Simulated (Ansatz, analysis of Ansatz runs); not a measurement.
# Local vibrational mode of interstitial H+ in rutile SnO2 (r2SCAN)

Subject: interstitial H+ in rutile SnO2. Wanted: its local vibrational mode, in one set-up (r2SCAN, 96-site cell, r2SCAN lattice, 500 eV, k: the single point 1/4 1/4 1/4). The model is a cell of 96 host atoms with 1 H put in. The frequencies come from force constants among the defect atom and its neighbours, with the masses of the isotopes named. A meta-GGA costs about twice a GGA and mends lattice constants and part of the gap.

Measured beforehand: O-H stretch, 1H: 3156.1 cm⁻¹ at 4.2 K, by polarized FTIR absorption (“Hydrogen impurities and shallow donors in SnO2 studied by infrared spectroscopy”, 2011, F. Bekisli et al.). O-D stretch, 2H: 2360.4 cm⁻¹ at 4.2 K, by polarized FTIR absorption (“Hydrogen impurities and shallow donors in SnO2 studied by infrared spectroscopy”, 2011, F. Bekisli et al.). The runs below try to reproduce this.

Program: Ansatz 0.2.0. Level of theory: plane-wave PAW DFT, r2SCAN; relaxation of all atoms of a defect supercell. Results are calculated unless marked as measured.

## (1) The structure

The cell holds 97 atoms: 32 Sn, 64 O and 1 H. Cell: a = 11.472 Å, b = 11.472 Å, c = 13.463 Å, α = 54.1°, β = 54.1°, γ = 71.9°. It derives from SnO2 (space group P4_2/mnm). Nearest the centre at fractional (0.278, 0.472, 0.699): H97 at 0.00 Å, O20 at 0.99 Å, Sn39 at 2.29 Å, Sn14 at 2.29 Å, Sn85 at 2.29 Å, O89 at 2.32 Å, O18 at 2.32 Å, O47 at 2.49 Å. The cell carries charge +1.

The host's primitive cell comes from a first run (plane-wave PAW DFT, r2SCAN; relaxation of the host's cell and atoms): vectors of 4.760, 4.760 and 3.201 Å. That is 12.09 Å³ an atom, 1.4 % over the diffraction cell's volume. The supercell is built on it.

## (2) Relaxation, charge +1

Every later number rests on the structure around the defect, so the atoms are relaxed at the host's lattice first.

Contents of relax/input.yaml:

```yaml
relax:
  f_tol: 0.01
  max_steps: 80
  random_displacement: { amplitude: 0.02, seed: 40 }
crystal:
  lattice:
    - [0.0, 9.51989758, 6.4015707]
    - [9.51989758, 0.0, 6.4015707]
    - [9.51989758, 9.51989758, 0.0]
  atoms:
    - { symbol: Sn, position: [0.0, 0.0, 0.0] }
    - { symbol: Sn, position: [0.25, 0.25, 0.25] }
    - { symbol: Sn, position: [0.125, 0.125, 0.125] }
    - { symbol: Sn, position: [0.375, 0.375, 0.375] }
    - { symbol: O, position: [0.0, 0.0, 0.152954559] }
[... 4 atom lines left out ...]
    - { symbol: O, position: [0.25, 0.25, 0.097045441] }
[... 3 atom lines left out ...]
    - { symbol: Sn, position: [0.25, 0.25, 0.75] }
[... 1 atom line left out ...]
    - { symbol: Sn, position: [0.375, 0.375, 0.875] }
[... 1 atom line left out ...]
    - { symbol: O, position: [0.25, 0.25, 0.902954559] }
    - { symbol: O, position: [0.027954559, 0.222045441, 0.875] }
    - { symbol: O, position: [0.277954559, 0.472045441, 0.625] }
[... 1 atom line left out ...]
    - { symbol: O, position: [0.25, 0.25, 0.597045441] }
    - { symbol: O, position: [0.222045441, 0.027954559, 0.875] }
    - { symbol: O, position: [0.472045441, 0.277954559, 0.625] }
    - { symbol: Sn, position: [0.0, 0.5, 0.0] }
    - { symbol: Sn, position: [0.25, 0.75, 0.25] }
[... 1 atom line left out ...]
    - { symbol: Sn, position: [0.375, 0.875, 0.375] }
[... 1 atom line left out ...]
    - { symbol: O, position: [0.25, 0.75, 0.402954559] }
[... 4 atom lines left out ...]
    - { symbol: O, position: [0.222045441, 0.527954559, 0.375] }
[... 1 atom line left out ...]
    - { symbol: Sn, position: [0.0, 0.5, 0.5] }
    - { symbol: Sn, position: [0.25, 0.75, 0.75] }
    - { symbol: Sn, position: [0.125, 0.625, 0.625] }
[... 1 atom line left out ...]
    - { symbol: O, position: [0.0, 0.5, 0.652954559] }
    - { symbol: O, position: [0.25, 0.75, 0.902954559] }
    - { symbol: O, position: [0.027954559, 0.722045441, 0.875] }
[... 1 atom line left out ...]
    - { symbol: O, position: [0.0, 0.5, 0.847045441] }
    - { symbol: O, position: [0.25, 0.75, 0.597045441] }
    - { symbol: O, position: [0.222045441, 0.527954559, 0.875] }
    - { symbol: O, position: [0.472045441, 0.777954559, 0.625] }
[... 11 atom lines left out ...]
    - { symbol: O, position: [0.972045441, 0.277954559, 0.125] }
[... 2 atom lines left out ...]
    - { symbol: Sn, position: [0.625, 0.125, 0.625] }
    - { symbol: Sn, position: [0.875, 0.375, 0.875] }
[... 2 atom lines left out ...]
    - { symbol: O, position: [0.527954559, 0.222045441, 0.875] }
[... 1 atom line left out ...]
    - { symbol: O, position: [0.5, 0.0, 0.847045441] }
    - { symbol: O, position: [0.75, 0.25, 0.597045441] }
[... 3 atom lines left out ...]
    - { symbol: Sn, position: [0.75, 0.75, 0.25] }
[... 3 atom lines left out ...]
    - { symbol: O, position: [0.75, 0.75, 0.402954559] }
    - { symbol: O, position: [0.527954559, 0.722045441, 0.375] }
[... 1 atom line left out ...]
    - { symbol: O, position: [0.5, 0.5, 0.347045441] }
[... 1 atom line left out ...]
    - { symbol: O, position: [0.722045441, 0.527954559, 0.375] }
[... 1 atom line left out ...]
    - { symbol: Sn, position: [0.5, 0.5, 0.5] }
[... 1 atom line left out ...]
    - { symbol: Sn, position: [0.625, 0.625, 0.625] }
[... 1 atom line left out ...]
    - { symbol: O, position: [0.5, 0.5, 0.652954559] }
[... 3 atom lines left out ...]
    - { symbol: O, position: [0.5, 0.5, 0.847045441] }
[... 2 atom lines left out ...]
    - { symbol: O, position: [0.972045441, 0.777954559, 0.625] }
    - { symbol: H, position: [0.277954559, 0.472045441, 0.698875] }
total_charge: 1
basis:
  ecutwfc: 500
  xc_grid: 2
hamiltonian:
  xc: r2scan
kpoints:
  mp_grid: { grid: [1, 1, 1], shift: [0.25, 0.25, 0.25] }
scf:
  occupations: { method: fermi_dirac, width: 0.01 }
  max_iter: 120
output:
  forces: true
checkpoint:
  write: "../relax.run"
  compress: false
  write_wavefunctions: true
  write_every: 100000
```

Command:

```console
> ansatz run input.yaml --threads 4 --pin off --max-ram 7536MiB --backend cpu --events-out ev --progress --plain --runs-dir out
```

Numbers of over 12 decimals in the logs are rounded to 6 here.

What it wrote:

```text
[... repeated set-up lines and file paths are left out, and long positions are rounded to six places ...]
Engine: ansatz 0.2.0, aarch64-unknown-linux-gnu
Pseudopotentials: kind: paw
Pseudopotential: Sn, paw, valence charge 14, recommended cutoff 500 eV (meta_gga), Sn.paw.azcp
Pseudopotential: O, paw, valence charge 6, recommended cutoff 500 eV (meta_gga), O.paw.azcp
Pseudopotential: H, paw, valence charge 1, recommended cutoff 500 eV (meta_gga), H.paw.azcp
Functional definition: r2SCAN
  parameter k0 = 0.174
  parameter k1 = 0.065
  parameter a1 = 4.9479
  exchange = r2scan_x(k0 = k0, k1 = k1, a1 = a1)
  correlation = r2scan_c
Crystal: 97 atoms, lattice volume = 1160.329 Å³
Basis set: ecut = 500 eV, 29483 PW (Γ), exchange–correlation on 180×180×200 points (8 copies of the dense FFT grid, shifted against one another)
Bands: 513, of which v1, the nominal top of the filled ones, is band 416 counted from 1 (415 counted from 0)
Symmetry: 1 space group operations
k-points: 1
Non-local potential: Sn, projectors of the file, l = 0: 2, l = 1: 2, l = 2: 2, l = 3: 2
Non-local potential: O, projectors of the file, l = 0: 2, l = 1: 2, l = 2: 1
Non-local potential: H, projectors of the file, l = 0: 2, l = 1: 1
PAW form: soft (Blöchl's): semilocal exchange-correlation on the pseudo side does not see the compensation charge
PAW frozen core: Sn, regenerated for the run's functional (the file was generated under x = pbe(κ = 0.804, μ = 0.219515), c = pbe(β = 0.066725))
PAW frozen core: O, regenerated for the run's functional (the file was generated under x = pbe(κ = 0.804, μ = 0.219515), c = pbe(β = 0.066725))
PAW one-centre angular grid: Sn, 590 points (default); XC on 249 of its mesh's 2787 points in the sphere
PAW one-centre angular grid: O, 302 points (default); XC on 160 Gauss nodes
PAW one-centre angular grid: H, 302 points (default); XC on 160 Gauss nodes
Initial density: superposition of atomic densities (neutral atoms scaled as one to the charged cell's electrons: chi_scale 0, normalization atom), corrected by the library's trained network
Initial wavefunctions: pseudopotential atomic-orbital guess
Functional: x = r2scan, c = r2scan; τ floored in thin density (d = 2e-4 eV/Å³)
SCF iter   1: F=—  HF=-229662.318579 eV  |F-HF|=—  |Δ(HF+E_count)|=         —  Δρ=1.23e-2  dr2=1.23e0  dr2_τ=4.39e0  ethr=1.77e-3  ⟨swp⟩=5.0  Hψ=2035  notcnv=0  defer=47
preconditioner: auto → Resta (q_TF=auto, 2.581 Å⁻¹)  ε∞=3.3  [insulator: Δε(μ)=2.245 eV  Ē_g=20.854 eV  σ=0.010 eV  W_gap=1.00  n_scr=352 (ndim 8)  ℏωp=31.4 eV  f_vac=0.027  D(μ)=0.00/eV (n_scr^D=0)  ε∞_Penn≈3.3]
SCF iter   2: F=—  HF=-229663.806967 eV  |F-HF|=—  |Δ(HF+E_count)|=    1.49e0  Δρ=6.70e-3  dr2=2.72e-1  dr2_τ=1.99e-2  ethr=1.47e-4  ⟨swp⟩=2.0  Hψ=846  notcnv=0  defer=91
SCF iter   3: F=—  HF=-229663.788053 eV  |F-HF|=—  |Δ(HF+E_count)|=   1.89e-2  Δρ=1.22e-3  dr2=1.25e-2  dr2_τ=2.19e-3  ethr=3.27e-5  ⟨swp⟩=2.0  Hψ=844  notcnv=0  defer=91
SCF iter   4: F=—  HF=-229663.788188 eV  |F-HF|=—  |Δ(HF+E_count)|=   1.35e-4  Δρ=4.23e-4  dr2=1.44e-3  dr2_τ=2.83e-4  ethr=1.50e-6  ⟨swp⟩=3.0  Hψ=847  notcnv=0  defer=91
SCF iter   5: F=—  HF=-229663.789948 eV  |F-HF|=—  |Δ(HF+E_count)|=   1.76e-3  Δρ=1.27e-4  dr2=1.33e-4  dr2_τ=1.98e-5  ethr=1.73e-7  ⟨swp⟩=3.0  Hψ=876  notcnv=0  defer=91
SCF iter   6: F=—  HF=-229663.790009 eV  |F-HF|=—  |Δ(HF+E_count)|=   6.16e-5  Δρ=5.38e-5  dr2=2.91e-5  dr2_τ=3.87e-6  ethr=1.60e-8  ⟨swp⟩=2.0  Hψ=838  notcnv=0  defer=91
SCF iter   7: F=-229663.790007 eV  HF=-229663.790007 eV  |F-HF|=1.94e-7  |Δ(HF+E_count)|=   2.62e-6  Δρ=1.11e-5  dr2=1.37e-6  dr2_τ=1.72e-7  ethr=3.00e-10  ⟨swp⟩=4.0  Hψ=1932  notcnv=0
SCF 1 converged in 7 iterations: F = -229663.790007 eV  dr2 = 1.37e-6
  greatest PAW one-centre occupation: 0.996 electrons in one spin orbital (limit 2), on the Sn atom at site 38 (counted from 0), in its partial waves of l = 2
relax step   1: F+E_penalty+E_count = -229663.79000697 eV  Δ(F+E_penalty+E_count) = +0.000e0 eV  max|allowed force component| = 3.752e0 eV/Å  Δτ_max = 0.0000 Å  (7 SCF iters, dr2 threshold 2.50e-6 eV, accepted)
[... the SCF cycles and remarks between the steps are left out from here to the last step ...]
relax step   2: F+E_penalty+E_count = -229665.08056788 eV  Δ(F+E_penalty+E_count) = -1.291e0 eV  max|allowed force component| = 7.129e-1 eV/Å  Δτ_max = 0.1954 Å  (7 SCF iters, dr2 threshold 1.00e-4 eV, accepted)
relax step   3: F+E_penalty+E_count = -229665.20267728 eV  Δ(F+E_penalty+E_count) = -1.221e-1 eV  max|allowed force component| = 2.518e-1 eV/Å  Δτ_max = 0.0796 Å  (5 SCF iters, dr2 threshold 3.18e-5 eV, accepted)
relax step   4: F+E_penalty+E_count = -229665.22465183 eV  Δ(F+E_penalty+E_count) = -2.197e-2 eV  max|allowed force component| = 1.125e-1 eV/Å  Δτ_max = 0.0223 Å  (6 SCF iters, dr2 threshold 3.96e-6 eV, accepted)
relax step   5: F+E_penalty+E_count = -229665.23218415 eV  Δ(F+E_penalty+E_count) = -7.532e-3 eV  max|allowed force component| = 6.553e-2 eV/Å  Δτ_max = 0.0184 Å  (6 SCF iters, dr2 threshold 1.58e-6 eV, accepted)
relax step   6: F+E_penalty+E_count = -229665.23603478 eV  Δ(F+E_penalty+E_count) = -3.851e-3 eV  max|allowed force component| = 4.764e-2 eV/Å  Δτ_max = 0.0253 Å  (6 SCF iters, dr2 threshold 8.57e-7 eV, accepted)
relax step   7: F+E_penalty+E_count = -229665.23624569 eV  Δ(F+E_penalty+E_count) = -2.109e-4 eV  max|allowed force component| = 3.672e-3 eV/Å  Δτ_max = 0.0033 Å  (5 SCF iters, dr2 threshold 7.70e-7 eV, accepted)
iter 1 solved again at ethr=6.89e-11 eV; its pass at ethr=3.10e-3 eV (dr2=5.73e-7 eV) is discarded
SCF iter   1: F=—  HF=-229665.236245 eV  |F-HF|=—  |Δ(HF+E_count)|=         —  Δρ=1.06e-5  dr2=5.73e-7  dr2_τ=7.48e-8  ethr=6.89e-11  ⟨swp⟩=1.0  Hψ=1423  notcnv=0  defer=91
SCF iter   2: F=—  HF=-229665.236246 eV  |F-HF|=—  |Δ(HF+E_count)|=   3.77e-7  Δρ=5.78e-6  dr2=1.74e-7  dr2_τ=2.06e-8  ethr=6.89e-11  ⟨swp⟩=2.0  Hψ=838  notcnv=0  defer=91
SCF iter   3: F=-229665.236246 eV  HF=-229665.236246 eV  |F-HF|=2.11e-8  |Δ(HF+E_count)|=   1.82e-7  Δρ=2.37e-6  dr2=5.09e-8  dr2_τ=8.72e-9  ethr=1.20e-11  ⟨swp⟩=4.0  Hψ=1507  notcnv=0
SCF 8 converged in 3 iterations: F = -229665.236246 eV  dr2 = 5.09e-8
relax step   8: F+E_penalty+E_count = -229665.23624580 eV  Δ(F+E_penalty+E_count) = -1.129e-7 eV  max|allowed force component| = 3.651e-3 eV/Å  Δτ_max = 0.0000 Å  (3 SCF iters, accepted)
NSCF: frozen V_eff on 1 k-points
the band table was solved once a step of the walk had ended and its energy, with any forces and stress, was formed, with the checks that follow a solve (2014 applications of the Hamiltonian). They found nothing against the state; [...]
iter 1 solved again at ethr=6.16e-12 eV; its pass at ethr=3.10e-3 eV (dr2=5.13e-8 eV) is discarded
SCF iter   1: F=—  HF=-229665.236246 eV  |F-HF|=—  |Δ(HF+E_count)|=         —  Δρ=2.37e-6  dr2=5.10e-8  dr2_τ=8.73e-9  ethr=6.16e-12  ⟨swp⟩=1.0  Hψ=1423  notcnv=0
SCF iter   2: F=-229665.236246 eV  HF=-229665.236246 eV  |F-HF|=4.77e-9  |Δ(HF+E_count)|=  8.15e-10  Δρ=8.42e-7  dr2=6.78e-9  dr2_τ=1.93e-9  ethr=6.13e-12  ⟨swp⟩=4.0  Hψ=1398  notcnv=0
SCF 9 converged in 2 iterations: F = -229665.236246 eV  dr2 = 6.78e-9
NSCF: frozen V_eff on 1 k-points
the band table was solved once a step of the walk had ended and its energy, with any forces and stress, was formed, with the checks that follow a solve (1522 applications of the Hamiltonian). They found nothing against the state; [...]
SCF converged after 2 iterations
Free energy (F): -229665.236246 eV
Harris-Foulkes:  -229665.236246 eV  (|F-HF|=4.77e-9)
Internal energy: -229665.236246 eV  (E = F + TS)
E sigma→0 (E₀):  -229665.236246 eV
Fermi energy:    9.977924 eV
--- Per-component energies (eV) ---
  E_band       = -2632.091216
  E_kinetic    = 17375.409729
  E_local      = -46144.722380  (includes V_loc(G=0)·N_el)
  E_nonlocal   = 2105.325941
  E_hartree    = 24023.673220
  E_xc         = -16572.439444
  E_vxc        = -9962.171718  (∫ρ·V_xc dr)
  E_paw        = -143781.933512  (= ΣΔE_a)
  E_vpaw       = -14681.987020  (= ΣTr[D̂ρ^β])
  E_aug_tail   = 0.062571  (compensation charges beyond the density's cutoff)
  E_vtau       = 628.645336  (kinetic-family band-sum trace: ∫τ·v_τ [+ j·A + Jᵃ·Aᵃ] dr)
  E_ewald      = -66692.098387
  E_core_change = 21.486017  (= ΣΔE_core)
  E_smearing   = -0.000000  (= −TS)
  E_closure    = 0.000000  (closes the sum)
  E_deformation_potential = 17.643970  (in the stress; not in F)
  Σ components = -229665.236246   (vs F -229665.236246, Δ=0.00e0)
--- Forces (eV/Å), atoms counted from 1 ---
  atom   1  Sn    -0.00134684     0.00030311    -0.00026848
  atom   2  Sn     0.00222976     0.00002496    -0.00064121
  [... 11 atoms left out ...]
  atom  14  Sn    -0.00042079    -0.00193313     0.00134596
  [... 3 atoms left out ...]
  atom  18  O     -0.00084502     0.00037640     0.00022640
  [... 1 atom left out ...]
  atom  20  O      0.00026920     0.00187326    -0.00107747
  [... 18 atoms left out ...]
  atom  39  Sn    -0.00240149     0.00353679     0.00070694
  [... 5 atoms left out ...]
  atom  45  O     -0.00033093    -0.00031310    -0.00171257
  atom  46  O     -0.00090099    -0.00047126     0.00127658
  atom  47  O      0.00001135     0.00035728    -0.00050369
  [... 37 atoms left out ...]
  atom  85  Sn    -0.00005076    -0.00190414     0.00132191
  [... 3 atoms left out ...]
  atom  89  O      0.00159757     0.00174984     0.00018632
  [... 7 atoms left out ...]
  atom  97  H      0.00084070     0.00126531     0.00008474
  max |Σ_I F_I| component: 6.89e-3 eV/Å
--- Band table (eV) ---
  k-point 0: bands = ["-13.1522", "-12.8490", "-12.7688", "-12.7469", [... 505 left out ...] "20.8402", "20.8896", "20.9108", "20.9343"]
--- Relaxed structure (8 steps of the walk, 8 accepted, 0 SCFs on fresh bases) ---
  F+E_penalty+E_count = -229665.23624580 eV   max|allowed force component| = 3.651e-3 eV/Å
  atoms:
    - { symbol: Sn, position: [-0.001699, -0.000890, 0.001356] }
    - { symbol: Sn, position: [0.251370, 0.249052, 0.250627] }
    [... 11 atoms left out ...]
    - { symbol: Sn, position: [0.251562, 0.238911, 0.754964] }
    [... 3 atoms left out ...]
    - { symbol: O, position: [0.252825, 0.249627, 0.901360] }
    [... 1 atom left out ...]
    - { symbol: O, position: [0.274596, 0.475763, 0.643186] }
    [... 18 atoms left out ...]
    - { symbol: Sn, position: [0.113622, 0.636588, 0.621311] }
    [... 5 atoms left out ...]
    - { symbol: O, position: [-0.000293, 0.503761, 0.843621] }
    - { symbol: O, position: [0.246328, 0.750535, 0.596921] }
    - { symbol: O, position: [0.224252, 0.525904, 0.864511] }
    [... 37 atoms left out ...]
    - { symbol: Sn, position: [0.511301, 0.498629, 0.495258] }
    [... 3 atoms left out ...]
    - { symbol: O, position: [0.500629, 0.497414, 0.653585] }
    [... 7 atoms left out ...]
    - { symbol: H, position: [0.266600, 0.483666, 0.715964] }
```

Wall time 8.6 min (4 threads of Arm Neoverse V1, shared host); peak memory 4.8 GiB; 33 min of CPU time.

(Part 1 of 2 ends here.)

[Logs are printed without paths, hosts, clocks, repeated set-up lines and the standing remarks that a program may print on its own settings, such as how far it seeks lower states.]

[Hosts, paths, dates, database ids (printed as entryN), source tags and the programs' standing remarks are cut or masked in the printed files.]

[For some hosts the program warned that the k-mesh of the response run may be too coarse for force constants and the static dielectric constant; such warnings are not shown here.]
